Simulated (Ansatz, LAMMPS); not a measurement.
**A faulty run on amorphous Hg33S25Se8 (66 atoms)**

Program: Ansatz 0.2.0. The cell: 33 Hg, 25 S and 8 Se.

input.yaml

```yaml
crystal:
  lattice:
    - [12.034, 0.0, 0.0]
    - [0.0, 12.034, 0.0]
    - [0.0, 0.0, 12.034]
  atoms:
    - { symbol: Hg, position: [0.73616, 0.69763, 0.62055] }
    - { symbol: Hg, position: [0.80887, 0.01962, 0.53127] }
    - { symbol: Hg, position: [0.21322, 0.19087, 0.08872] }
    - { symbol: Hg, position: [0.37004, 0.72951, 0.77101] }
    - { symbol: Hg, position: [0.50591, 0.69654, 0.44042] }
    - { symbol: Hg, position: [0.16842, 0.43532, 0.35654] }
    - { symbol: Hg, position: [0.29914, 0.5353, 0.10715] }
    - { symbol: Hg, position: [0.82069, 0.22606, 0.36067] }
    - { symbol: Hg, position: [0.55464, 0.98703, 0.33209] }
    - { symbol: Hg, position: [0.79831, 0.77993, 0.05466] }
    - { symbol: Hg, position: [0.40693, 0.29902, 0.35869] }
    - { symbol: Hg, position: [0.77166, 0.80876, 0.33215] }
    - { symbol: Hg, position: [0.93766, 0.30871, 0.70803] }
    - { symbol: Hg, position: [0.17156, 0.71028, 0.51317] }
    - { symbol: Hg, position: [0.95015, 0.53471, 0.09401] }
    - { symbol: Hg, position: [0.27752, 0.99566, 0.28413] }
    - { symbol: Hg, position: [0.84902, 0.50681, 0.43452] }
    - { symbol: Hg, position: [0.12509, 0.8746, 0.97921] }
    [... 42 atom lines left out ...]
    - { symbol: Se, position: [0.96628, 0.40679, 0.27308] }
    - { symbol: Se, position: [0.17935, 0.64324, 0.28438] }
    - { symbol: Se, position: [0.01142, 0.76525, 0.13028] }
    - { symbol: Se, position: [0.04061, 0.1506, 0.23748] }
    - { symbol: Se, position: [0.37953, 0.79679, 0.29194] }
    - { symbol: Se, position: [0.62808, 0.88044, 0.52454] }
kpoints:
  mp_grid: { grid: [1, 1, 1] }
hamiltonian:
  xc: pbe
scf:
  occupations: { method: fermi_dirac, width: 0.025 }
  eigensolver: { kind: { support_functions: { accuracy: medium, radius: 3.77 } } }
  max_iter: 150
output:
  forces: true
  eigenvalues: true
```

Run with:

```sh
$ ansatz run input.yaml --threads 8 --pin off --max-ram 15872MiB --backend cpu --events-out ev --progress --plain --runs-dir out
```

What it wrote:

```text
Warning: scf.eigensolver.kind.support_functions: disabling space-group detection — the functions' gradient is summed over unrotated k-points, so no spatial operation reduces the k-mesh or symmetrises the density; time reversal is kept, so that k and −k are solved as one point where they differ and the mesh holds both, and exact exchange and, on two spinor components, a DFT+U term hold to it where the run has them: [...]
settings of this run that can trade accuracy for cost: scf.eigensolver.kind.support_functions [...]
Engine: ansatz 0.2.0, aarch64-unknown-linux-gnu
Pseudopotentials: kind: paw
Pseudopotential: Hg, paw, valence charge 20, recommended cutoff 420 eV (normal), Hg.paw.azcp
Pseudopotential: S, paw, valence charge 6, recommended cutoff 420 eV (normal), S.paw.azcp
Pseudopotential: Se, paw, valence charge 16, recommended cutoff 420 eV (normal), Se.paw.azcp
[... 5 lines on functional and potentials left out ...]
Error: SCF: the radius of support functions is under 4.22 Å, the least for these sites at the functions' level (scf.eigensolver.kind.support_functions.accuracy). Use scf.eigensolver.kind: auto, or type scf.eigensolver.kind.support_functions.radius at least as long, [...]
```

The job ended after 1.2 s (8 threads of Arm Neoverse V2, shared host; peak memory 0.4 GiB; 5.6 s of CPU time).

What is at fault here, and what would mend it?

A radius under the least that the level allows: support_functions.radius = 3.77.

The fix is to use a longer radius.

The run ended with an error.

[Logs are printed without paths, hosts, clocks, repeated set-up lines and the standing remarks that a program may print on its own settings, such as how far it seeks lower states.]

[Hosts, paths, dates, database ids (printed as entryN), source tags and the programs' standing remarks are cut or masked in the printed files.]
